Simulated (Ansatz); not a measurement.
# Stack of 1T-HfS2 under 1T-MnSeTe, unshifted in a perpendicular field

Wanted: the out-of-plane response of the stack of 1T-HfS2 under 1T-MnSeTe, unshifted. A positive field points along +c.

Program: Ansatz 0.2.0. Level of theory: plane-wave DFT, PBE-D3(BJ), Ansatz PAW. Results are calculated unless marked as measured.

### Step 1. The structure

The cell holds 6 atoms: 2 S, 1 Hf, 1 Te, 1 Mn and 1 Se. Its edges and angles: a = 3.639 Å, b = 3.639 Å, c = 27.282 Å, α = 90.0°, β = 90.0°, γ = 120.0°. Regions: layer 1: 1T-HfS2, 3 atoms (2 S and 1 Hf); layer 2: 1T-MnSeTe, 3 atoms (1 Te, 1 Mn and 1 Se). Vacuum lies along c.

### Step 2. Relaxation

The starting cell is a guess, so the in-plane lattice and the atoms are relaxed first, with the slab cut off from its images along the normal. The program lengthens the vector along the normal by itself, so c and the volume that it reports differ from the typed ones.

input.yaml reads:

```yaml
crystal:
  lattice:
    - [3.63863825, 0.0, 0.0]
    - [-1.819319125, 3.1511531597, 0.0]
    - [0.0, 0.0, 27.2824165214]
  atoms:
    - { symbol: S, position: [0.6666666667, 0.3333333333, 0.3298828017] }
    - { symbol: Hf, position: [0.0, 0.0, 0.3887514725] }
    - { symbol: S, position: [0.3333333333, 0.6666666667, 0.4476201432] }
    - { symbol: Te, position: [0.6666666667, 0.3333333333, 0.5630791238] }
    - { symbol: Mn, position: [0.0, 0.0, 0.622384157], spin: 4.0 }
    - { symbol: Se, position: [0.3333333333, 0.6666666667, 0.6701171983] }
  periodic: [true, true, false]
magnetization:
  spin_polarized: true
kpoints:
  mp_grid: { grid: [12, 12, 1] }
hamiltonian:
  xc: pbe
  dispersion: d3bj
scf:
  occupations: { method: fermi_dirac, width: 0.05 }
  convergence: { dr2_threshold: 1.0e-09 }
relax:
  f_tol: 0.004
  max_steps: 90
  cell: {}
output:
  write_potential: true
  write_density: true
  volumetric_format: npy
```

Launch:

```sh
$ ansatz run input.yaml --threads 4 --pin off --max-ram 6144MiB --backend cpu --events-out ev --progress --plain --runs-dir out
```

Numbers of over 12 decimals in the logs are rounded to 6 here.

The program printed:

```text
Warning: crystal.periodic: the lattice vector that does not repeat stood 0.000° off the slab's normal, 27.282 Å along it as the deck builds it. The run solves the slab on a vector along the normal, 42.365 Å long, with every atom where it was (on the deck's vector they left 18.00 Å outside them, and the widest stretch free of ions among them is 3.15 Å). A fractional position that the run reports is one of the run's ce [...]
Warning: relax.cell: scf.convergence.dr2_threshold = 1e-9 eV is looser than the 1.61372055373e-10 eV advised for a relaxation that steers and ends on the stress (1e-10 eV for each atom of the cell: 6, times the square of relax.cell.stress_2d_tol = 0.05 N/m over 19.3 Å (the atoms' height at the walk's start and 5 Å past either face), 2.593e-2 GPa, over a crystal's default 0.05). What an SCF threshold leaves in a stress goes as its square root, and in the free energy as the threshold itself, and one threshold admits the most on a small cell: [figures from the program's tests cut] Set scf.convergence.dr2_threshold to 1.61372055373e-10 eV or tighter. [rest of the remark cut]
crystal.periodic: the lattice vector that does not repeat stood 0.000° off the slab's normal, 27.282 Å along it as the deck builds it. The run solves the slab on a vector along the normal, 42.365 Å long, with every atom where it was (on the deck's vector they left 18.00 Å outside them, and the widest stretch free of ions among them is 3.15 Å). A fractional position that the run reports is one of the run's cell, which [...]
Engine: ansatz 0.2.0, aarch64-unknown-linux-gnu
Pseudopotentials: kind: paw
Pseudopotential: S, paw, valence charge 6, recommended cutoff 420 eV (normal), S.paw.azcp
Pseudopotential: Hf, paw, valence charge 26, recommended cutoff 420 eV (normal), Hf.paw.azcp
Pseudopotential: Te, paw, valence charge 16, recommended cutoff 420 eV (normal), Te.paw.azcp
Pseudopotential: Mn, paw, valence charge 15, recommended cutoff 420 eV (normal), Mn.paw.azcp
Pseudopotential: Se, paw, valence charge 16, recommended cutoff 420 eV (normal), Se.paw.azcp
Functional definition: PBE
  parameter kappa = 0.804
  parameter beta = 0.066725
  exchange = pbe_x(kappa = kappa, mu = beta*pi^2/3)
  correlation = pbe_c(beta = beta)
Crystal: 6 atoms, lattice volume = 485.751 Å³
Basis set: ecut = 420 eV, 9357 PW (Γ), exchange–correlation on 50×50×576 points (8 copies of the dense FFT grid, shifted against one another)
Bands: 54, of which v1, the nominal top of the filled ones, is band 43 counted from 1 (42 counted from 0)
Symmetry: 6 space group operations
Space group: P3m1 (ITA 156), of the structure as read, at distance tolerance 7.9e-5 Å
Magnetic group: BNS 156.49 (UNI 1279), of the structure as read, at distance tolerance 7.9e-5 Å
k-points: 19 of 144 (time reversal used)
Non-local potential: S, projectors of the file, l = 0: 2, l = 1: 2, l = 2: 2
Non-local potential: Hf, projectors of the file, l = 0: 3, l = 1: 2, l = 2: 2, l = 3: 3
Non-local potential: Te, projectors of the file, l = 0: 2, l = 1: 2, l = 2: 2, l = 3: 2
Non-local potential: Mn, projectors of the file, l = 0: 3, l = 1: 2, l = 2: 3, l = 3: 1
Non-local potential: Se, projectors of the file, l = 0: 2, l = 1: 2, l = 2: 3, l = 3: 1
PAW form: soft (Blöchl's): semilocal exchange-correlation on the pseudo side does not see the compensation charge
PAW one-centre angular grid: S, 110 points (default); XC on 64 Gauss nodes
PAW one-centre angular grid: Hf, 590 points (default); XC on 64 Gauss nodes
PAW one-centre angular grid: Te, 590 points (default); XC on 64 Gauss nodes
PAW one-centre angular grid: Mn, 590 points (default); XC on 64 Gauss nodes
PAW one-centre angular grid: Se, 590 points (default); XC on 64 Gauss nodes
Starting moments: Σ|m| = 4 μB on 1 of 6 sites
Initial wavefunctions: pseudopotential atomic-orbital guess
Functional: x = pbe(κ = 0.804, μ = 0.219515), c = pbe(β = 0.066725)
SCF iter   1: F=—  HF=-33881.102653 eV  |F-HF|=—  |Δ(HF+E_count)|=         —  Δρ=1.39e-2 (↑1.39e-2 ↓1.23e-2)  dr2=5.13e0  dr2_m=1.96e-1  M=3.107 μB ∫|m|=3.998 μB  β_m=0.30  ethr=3.10e-3  ⟨swp⟩=15.4  Hψ=12838  notcnv=0  defer=31
Mixer restart at iter 1: flushing history
preconditioner: auto → LDOS  [metal: Δε(μ)=0.029 eV  Ē_g=10.538 eV  σ=0.050 eV  W_gap=0.14  n_scr=56 (ndim 8)  ℏωp=11.8 eV  f_vac=0.697  D(μ)=1.08/eV (n_scr^D=8)]
spin=Collinear: LDOS preconditioning applied to the charge; magnetization (m = ρ↑ − ρ↓) channel mixes plain (no charge-response kernel on spin).
SCF iter   2: F=—  HF=-33880.307924 eV  |F-HF|=—  |Δ(HF+E_count)|=   7.95e-1  Δρ=8.46e-3 (↑8.46e-3 ↓7.04e-3)  dr2=1.03e0  dr2_m=1.23e-1  M=3.057 μB ∫|m|=3.957 μB  β_m=0.37  ethr=3.10e-3  ⟨swp⟩=3.9  Hψ=3705  notcnv=0  defer=153
SCF iter   3: F=—  HF=-33880.350469 eV  |F-HF|=—  |Δ(HF+E_count)|=   4.25e-2  Δρ=5.24e-3 (↑5.24e-3 ↓4.34e-3)  dr2=1.42e-1  dr2_m=6.68e-2  M=3.009 μB ∫|m|=3.872 μB  β_m=0.52  ethr=1.21e-3  ⟨swp⟩=3.2  Hψ=3582  notcnv=0  defer=153
SCF iter   4: F=—  HF=-33880.520229 eV  |F-HF|=—  |Δ(HF+E_count)|=         —  Δρ=5.17e-3 (↑5.17e-3 ↓4.89e-3)  dr2=7.18e-2  dr2_m=1.10e-1  M=2.888 μB ∫|m|=3.544 μB  β_m=0.52  ethr=1.67e-4  ⟨swp⟩=3.6  Hψ=4521  notcnv=0  defer=145
SCF iter   5: F=—  HF=-33880.528443 eV  |F-HF|=—  |Δ(HF+E_count)|=   8.21e-3  Δρ=3.14e-3 (↑3.14e-3 ↓3.04e-3)  dr2=1.75e-2  dr2_m=4.14e-2  M=2.882 μB ∫|m|=3.488 μB  β_m=0.76  ethr=8.45e-5  ⟨swp⟩=2.4  Hψ=3563  notcnv=0  defer=146
SCF iter   6: F=—  HF=-33880.542445 eV  |F-HF|=—  |Δ(HF+E_count)|=   1.40e-2  Δρ=8.88e-4 (↑8.88e-4 ↓8.47e-4)  dr2=1.75e-2  dr2_m=1.96e-3  M=2.863 μB ∫|m|=3.389 μB  β_m=0.61  ethr=2.06e-5  ⟨swp⟩=3.0  Hψ=4809  notcnv=0  defer=142
SCF iter   7: F=—  HF=-33880.535120 eV  |F-HF|=—  |Δ(HF+E_count)|=   7.32e-3  Δρ=2.76e-4 (↑2.50e-4 ↓2.76e-4)  dr2=2.11e-3  dr2_m=2.71e-4  M=2.860 μB ∫|m|=3.383 μB  β_m=0.73  ethr=2.05e-5  ⟨swp⟩=2.5  Hψ=4244  notcnv=0  defer=142
SCF iter   8: F=—  HF=-33880.535017 eV  |F-HF|=—  |Δ(HF+E_count)|=   1.03e-4  Δρ=9.12e-5 (↑7.81e-5 ↓9.12e-5)  dr2=3.68e-4  dr2_m=1.59e-5  M=2.857 μB ∫|m|=3.376 μB  β_m=0.70  ethr=2.48e-6  ⟨swp⟩=2.4  Hψ=3246  notcnv=0  defer=141
SCF iter   9: F=—  HF=-33880.535029 eV  |F-HF|=—  |Δ(HF+E_count)|=   1.26e-5  Δρ=2.82e-5 (↑2.51e-5 ↓2.82e-5)  dr2=1.72e-5  dr2_m=2.64e-7  M=2.856 μB ∫|m|=3.377 μB  β_m=0.70  ethr=4.33e-7  ⟨swp⟩=2.4  Hψ=2909  notcnv=0  defer=139
SCF iter  10: F=—  HF=-33880.535032 eV  |F-HF|=—  |Δ(HF+E_count)|=   2.85e-6  Δρ=1.09e-5 (↑9.19e-6 ↓1.09e-5)  dr2=2.36e-6  dr2_m=1.92e-7  M=2.856 μB ∫|m|=3.377 μB  β_m=0.71  ethr=2.02e-8  ⟨swp⟩=3.0  Hψ=4272  notcnv=0  defer=139
[...]
spin=Collinear: LDOS preconditioning applied to the charge; magnetization (m = ρ↑ − ρ↓) channel mixes plain (no charge-response kernel on spin).
SCF iter   2: F=—  HF=-33880.990711 eV  |F-HF|=—  |Δ(HF+E_count)|=   1.45e-4  Δρ=4.22e-6 (↑4.22e-6 ↓1.85e-6)  dr2=9.32e-8  dr2_m=1.86e-8  M=2.898 μB ∫|m|=3.501 μB  β_m=0.43  ethr=5.76e-10  ⟨swp⟩=4.9  Hψ=6614  notcnv=0
SCF iter   3: F=—  HF=-33880.990711 eV  |F-HF|=—  |Δ(HF+E_count)|=   2.36e-8  Δρ=2.03e-6 (↑2.03e-6 ↓1.24e-6)  dr2=4.53e-8  dr2_m=4.68e-9  M=2.898 μB ∫|m|=3.501 μB  β_m=0.54  ethr=1.10e-10  ⟨swp⟩=2.9  Hψ=4207  notcnv=0
SCF iter   4: F=—  HF=-33880.990711 eV  |F-HF|=—  |Δ(HF+E_count)|=   2.13e-8  Δρ=7.86e-7 (↑7.86e-7 ↓5.56e-7)  dr2=8.97e-9  dr2_m=6.83e-10  M=2.898 μB ∫|m|=3.501 μB  β_m=0.52  ethr=5.33e-11  ⟨swp⟩=2.7  Hψ=3418  notcnv=0
SCF iter   5: F=—  HF=-33880.990711 eV  |F-HF|=—  |Δ(HF+E_count)|=   7.68e-9  Δρ=2.00e-7 (↑2.00e-7 ↓1.59e-7)  dr2=1.02e-9  dr2_m=3.84e-11  M=2.898 μB ∫|m|=3.501 μB  β_m=0.57  ethr=1.06e-11  ⟨swp⟩=2.8  Hψ=3591  notcnv=0
SCF iter   6: F=—  HF=-33880.990711 eV  |F-HF|=—  |Δ(HF+E_count)|=   4.05e-9  Δρ=9.51e-8 (↑9.51e-8 ↓3.85e-8)  dr2=6.82e-11  dr2_m=1.05e-11  M=2.898 μB ∫|m|=3.501 μB  β_m=0.59  ethr=1.20e-12  ⟨swp⟩=3.1  Hψ=4306  notcnv=0
iter 7 met the thresholds in force, and the SCF goes on: an eigenvalue changes by 0.18 meV, over its tolerance of 0.05 meV (output.eigenvalues, Limitations)
SCF iter   7: F=-33880.990711 eV  HF=-33880.990711 eV  |F-HF|=2.11e-10  |Δ(HF+E_count)|=   1.65e-9  Δρ=6.87e-8 (↑1.99e-8 ↓6.87e-8)  dr2=7.42e-11  dr2_m=3.89e-12  M=2.898 μB ∫|m|=3.501 μB  β_m=0.65  ethr=1.00e-12  ⟨swp⟩=13.0  Hψ=14565  notcnv=0
iter 8 met the thresholds in force, and the SCF goes on: an eigenvalue changes by 0.07 meV, over its tolerance of 0.05 meV (output.eigenvalues, Limitations)
SCF iter   8: F=-33880.990711 eV  HF=-33880.990711 eV  |F-HF|=1.38e-10  |Δ(HF+E_count)|=  2.91e-11  Δρ=5.24e-8 (↑1.33e-8 ↓5.24e-8)  dr2=5.90e-11  dr2_m=2.25e-12  M=2.898 μB ∫|m|=3.501 μB  β_m=1.00  ethr=1.00e-12  ⟨swp⟩=6.4  Hψ=10396  notcnv=0
Mixer restart at iter 8: flushing history
SCF iter   9: F=-33880.990711 eV  HF=-33880.990711 eV  |F-HF|=6.48e-10  |Δ(HF+E_count)|=  1.96e-10  Δρ=2.79e-8 (↑2.79e-8 ↓1.85e-8)  dr2=4.67e-10  dr2_m=3.29e-13  M=2.898 μB ∫|m|=3.501 μB  ethr=1.00e-12  ⟨swp⟩=7.4  Hψ=10915  notcnv=0
WARN: dispersion: an atom stands within reach of a switch of its C6 between two reference coordination numbers of its element: through that C6 alone, e_disp changes by 0.025 eV or more while the distances to its neighbours run over a stretch of 0.05 Å that contains this geometry (sites counted from 0 in the run's list of atoms or, in a supercell that it derives, in that cell's: here a list of 6) — site 4 (Mn): coordination number 5.710 (about 5.50 to 5.92 with every neighbour 0.05 Å farther or nearer), switch near 5.763 between the references 1.641 (weight 0.97) and 9.885 (weight 0.03), e_disp changing by some 0.19 eV. [rest of the remark cut]
SCF 17 converged in 9 iterations: F = -33880.990711 eV  dr2 = 4.67e-10
relax step  17: F+E_penalty+E_count = -33880.99071058 eV  Δ(F+E_penalty+E_count) = +3.007e-4 eV  max|allowed force component| = 9.482e-4 eV/Å  Δτ_max = 0.0000 Å  P = +0.000 N/m  Ω = 479.026 Å³  fix = [c, alpha, beta]  reactions: c +0.000 N/m  stress off target by 3.97e-4 N/m on what of the cell is left free  SCF on the basis re-selected at this cell (its energy is not comparable with the rows above)  (9 SCF iters)
basis re-selected at this cell: Δ(F+E_penalty+E_count) = +3.007e-4 eV, ΔP = +0.002 N/m vs the last step (what re-selecting the basis moved, of the pressure what is left beyond the Pulay correction that the steps carried, after the strain that the cell walked since its last selection, with what the two solves' SCF thresholds leave and, on support functions, any second-order correction that the steps lacked; it is no m [...]
WARN: The output density's exchange-correlation potential varies sharply where the density is thin. Do not read a vacuum level from v_tot or v_xc, or from such a field of the output density. On a cell that repeats whose density bears no net charge and no dipole along the vacuum's axis use v_es (v_loc + v_h of the components); under efield.dipole_correction with no amplitude use v_es + v_field, which holds any externa [...]
SCF converged after 9 iterations
an eigenvalue changed by more than its tolerance at an iteration that met the thresholds in force, so the SCF went on 2 times, its first undamped step at iteration 8: the last check found none over its tolerance
Magnetization: 2.8979 μB (43.9490 up, 41.0510 down)
Absolute magnetization: 3.4989 μB (∫|ρ↑−ρ↓|, with the PAW one-centre terms)
Spin contamination: 0.2179 ħ² per cell (⟨S²⟩ above its minimum at these occupations)
Per-site moments (μB) at R_I (Å): [(-0.00030948, 1.048712), (0.00192804, 1.048712), (-0.00180172, 1.052476), (-0.109072, 1.118832), (2.955710, 1.026038), (-0.067507, 1.026038)]
Free energy (F): -33880.990711 eV
Harris-Foulkes:  -33880.990711 eV  (|F-HF|=6.48e-10)
Internal energy: -33880.973194 eV  (E = F + TS)
E sigma→0 (E₀):  -33880.981952 eV
Entropy (-TS):   -0.017516 eV (-2.919 meV/atom)
Fermi energy:    -5.130794 eV
--- Per-component energies (eV) ---
  E_band       = -2418.983852
  E_kinetic    = 1235.236949
  E_local      = -408099.450429  (includes V_loc(G=0)·N_el)
  E_nonlocal   = -1848.004013
  E_hartree    = 203063.787010
  E_xc         = -835.046992
  E_vxc        = -786.936199  (∫ρ·V_xc dr)
  E_paw        = -16003.051991  (= ΣΔE_a)
  E_vpaw       = 952.596147  (= ΣTr[D̂ρ^β])
  E_aug_tail   = -0.000776  (compensation charges beyond the density's cutoff)
  E_ewald      = 188607.527949
  E_disp       = -1.970901  (pairwise vdW)
  E_smearing   = -0.017516  (= −TS)
  E_closure    = 0.000000  (closes the sum)
  Σ components = -33880.990711   (vs F -33880.990711, Δ=0.00e0)
--- Forces (eV/Å), atoms counted from 1 ---
  atom   1  S      0.00000000     0.00000000     0.00002370
  atom   2  Hf     0.00000000     0.00000000    -0.00016789
  atom   3  S      0.00000000    -0.00000000     0.00025620
  atom   4  Te     0.00000000     0.00000000     0.00094830
  atom   5  Mn     0.00000000    -0.00000000    -0.00037445
  atom   6  Se     0.00000000    -0.00000000    -0.00068507
  max |Σ_I F_I| component: 7.92e-7 eV/Å
--- 2D stress c σ (N/m, compression-positive) ---
        0.000397      -0.000000       0.000000
       -0.000000       0.000397      -0.000000
        0.000000      -0.000000       0.000000
  P = ½ c Tr σ = 0.0004 N/m
--- Band table (eV; the first three rows and the last of 38) ---
  k-point 0 ↑: bands = [... 39 lower, -6.3537, -6.3537, -6.0897, -4.5962, -4.5962, -4.2367, -4.2367, -3.5242, ... 7 higher]
  k-point 1 ↑: bands = [... 39 lower, -6.8608, -6.5531, -6.0093, -5.0049, -4.6986, -4.2195, -3.9868, -3.6546, ... 7 higher]
  k-point 2 ↑: bands = [... 39 lower, -6.9612, -6.9338, -6.0055, -5.7139, -5.0011, -4.5659, -4.3826, -3.4854, ... 7 higher]
  k-point 18 ↓: bands = [... 39 lower, -7.4239, -7.3878, -4.3803, -4.2551, -4.2073, -3.7189, -3.4707, -3.2102, ... 7 higher]
  the weakly bound empty levels are not read free of the cell's end (no_gap_told)
--- Relaxed structure (16 steps of the walk, 13 accepted, 1 SCFs on fresh bases) ---
  F+E_penalty+E_count = -33880.99071058 eV   max|allowed force component| = 9.482e-4 eV/Å   (the final SCF, on the basis selected at the relaxed cell)
  cell:  # Å, volume = 479.0263 Å³
    - [3.613363, 0, 0]
    - [-1.806682, 3.129264, 0]
    - [0, 0, 42.364833]
  atoms:
    - { symbol: S, position: [0.666667, 0.333333, 0.217329] }
    - { symbol: Hf, position: [2.4542342096782595e-18, 0, 0.251627] }
    - { symbol: S, position: [0.333333, 0.666667, 0.286301] }
    - { symbol: Te, position: [0.666667, 0.333333, 0.358988] }
    - { symbol: Mn, position: [-1.7402067519473093e-18, 0, 0.399903] }
    - { symbol: Se, position: [0.333333, 0.666667, 0.431877] }
```

Wall time 7.7 min (4 threads of Arm Neoverse V2, shared host); peak memory 1.5 GiB; 30 min of CPU time.

The steps of the relaxation:

```
step  energy less that of the first step (eV)  largest force component (eV/Å)  volume (Å³)
   1                                   0.0000                          1.7686       485.75
   2                                  -0.3714                          3.3168       482.64
   3                                   0.2280                          2.6444       482.90
   4                                  -0.3626                          0.8407       485.37
   5                                  -0.4239                          0.5230       484.86
   6                                  -0.4424                          0.6467       478.69
   7                                  -0.4517                          0.4304       478.39
   8                                  -0.4428                          1.5031       478.70
   9                                  -0.4548                          0.2496       479.82
  10                                  -0.4558                          0.0906       479.55
  11                                  -0.4559                          0.0308       479.16
  12                                  -0.4559                          0.0223       478.98
  13                                  -0.4559                          0.0189       478.93
  14                                  -0.4560                          0.0179       478.88
  15                                  -0.4560                          0.0085       478.91
  16                                  -0.4560                          0.0009       479.03
 17*                                  -0.4557                          0.0009       479.03
```

Relaxation steps marked * repeat the geometry before them on a plane-wave basis chosen anew for their cell, so energy and pressure can jump there. Relaxation steps 3, 4, 8 were tried and not accepted.

Forces are held to the 6 operations that the run works with; a distortion that breaks them can't arise in this run.

```
cell as run  before  after  change
      a (Å)   3.639  3.613  -0.7 %
      b (Å)   3.639  3.613  -0.7 %
```

The atoms that moved most (Å, along periodic axes as changes of fractional coordinates times the final cell, across vacuum about the mean position):

```
atom     dx     dy      dz  length
  S1  0.000  0.000   0.207   0.207
 Te4  0.000  0.000  -0.154   0.154
  S3  0.000  0.000  -0.083   0.083
 Hf2  0.000  0.000   0.054   0.054
 Mn5  0.000  0.000  -0.038   0.038
 Se6  0.000  0.000   0.014   0.014
```

Final coordinates:

```xyz
6
Lattice="3.6134 0.0000 0.0000 -1.8067 3.1293 0.0000 0.0000 0.0000 42.3648" Properties=species:S:1:pos:R:3
S     1.8067    1.0431    9.2071
Hf    0.0000    0.0000   10.6601
S     0.0000    2.0862   12.1291
Te    1.8067    1.0431   15.2085
Mn    0.0000    0.0000   16.9418
Se    0.0000    2.0862   18.2964
```

Numbers from this step:

| Property | Result |
| --- | --- |
| energy at zero smearing | -33880.9820 eV |
| total moment | 2.898 μB |
| site moments | -3.09e-4, 0.001928, -0.001802, -0.1091, 2.956, -0.06751 μB |

Site moment by atom:

```
atom  site moment (μB)
  S1              0.00
 Hf2              0.00
  S3              0.00
 Te4             -0.11
 Mn5              2.96
 Se6             -0.07
```

The lattice constant a goes from 3.639 to 3.613 Å.

(Part 1 of 3 ends here.)

[Logs are printed without paths, hosts, clocks, repeated set-up lines and the standing remarks that a program may print on its own settings, such as how far it seeks lower states.]

[Hosts, paths, dates, database ids (printed as entryN), source tags and the programs' standing remarks are cut or masked in the printed files.]

[Maps of the electrostatic potential energy from Ansatz leave out the sawtooth potential of an applied field or a dipole correction, so their vacuum need not be flat; planar profiles and work functions include it.]
